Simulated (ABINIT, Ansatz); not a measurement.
Computed results, one entry a study.

**Quasiparticle gap of BaSrSn2O6 (P4/mmm) in ABINIT**

The structure is tetragonal, space group P4/mmm (No. 123). Conventional cell: a = 4.146 Å, b = 4.146 Å, c = 8.295 Å, α = 90.00°, β = 90.00°, γ = 90.00°. Nearest to Ba lie 12 O at 2.93 to 2.97 Å. Nearest to Sr lie 12 O at 2.89 to 2.93 Å. Sn has 6 O at 2.05 to 2.10 Å nearest. Nearest to O lie 2 Sn at 2.10 Å and 4 Ba at 2.93 Å. Nearest to O lie 2 Sn at 2.05 Å and 4 Sr at 2.93 Å. Nearest to O lie 2 Sn at 2.07 Å and 2 Sr at 2.89 Å and 2 Ba at 2.97 Å. Farther neighbours, and contacts between anions beyond the nearest, are not listed.

```yaml
method: RPA screening on LDA, plane waves, norm-conserving pseudopotentials (and 2 further levels or steps)
program: ABINIT 10.8.3
settings: cutoff 42 Ha, PseudoDojo scalar-relativistic 0.4.1 stringent, norm-conserving, ngkpt (2, 2, 1), nband 119, ecuteps 3.6 Ha, inclvkb 2, shiftk (0, 0, 0), symchi 1, awtr 1, frequency ppm, 2×2×1 k-mesh
cost: 5 runs, 17 min in all on 4 MPI ranks of Intel Xeon Platinum 8488C (Sapphire Rapids), shared host
notes: The program’s warnings: nproc spkpt=  >= nkpt= * nsppol=. The cell and positions are those that the Materials Project relaxed with its own functionals (PBE, PBE+U or r2SCAN), kept fixed. Limits: no spin-orbit coupling. The 2×2×1 mesh is coarse for this cell, which bears on the long-range parts of exchange and screening.
lda_gap: 0.51 eV, indirect
g0w0_gap_on_the_mesh: 2.04 eV
gw_settings: 2×2×1 mesh, 119 bands, screening to 98 eV, Godby-Needs plasmon pole
known_limits: short of the basis limit; no spin-orbit coupling; coarse k mesh
```

G0W0 moves the gap on the mesh from 0.51 eV to 2.04 eV (+1.54 eV), with Z of 0.76 and 0.81 at the edges. Local fields lower the RPA ε∞ on this mesh from 19.46 to 18.04; a Γ-centred mesh this coarse tends to raise both, most where the direct gap is narrow, while a short band sum lowers them.

[Long decimals in the printed logs are rounded to 6 places.]

[Logs are printed without paths, hosts, clocks, repeated set-up lines and the standing remarks that a program may print on its own settings, such as how far it seeks lower states.]

[Paths, hosts, dates, memory and timing lines, banners, echoed tables and standing remarks are left out of the program output; an Ansatz launch command may be rebuilt from the run's recorded settings. Measured values are a selection of at most five: reports struck by readers or far from the other reports are left out. None is set beside runs whose start may be inverted or whose files or cutoffs have a known fault.]

[Runs of the session that timed out or met a known fault of the program may be left out.]

[Hosts, paths, dates, database ids (printed as entryN), source tags and the programs' standing remarks are cut or masked in the printed files.]

[G0W0 gaps are taken among the corrected bands and points alone; a level outside them can change the order at an edge.]

[Where Ansatz stands beside ABINIT at settings called matched, ABINIT's density can come from a denser mesh and the files from another edition; pairs whose starting gaps differed by over 0.03 eV were left out, so agreement reads better than it is.]
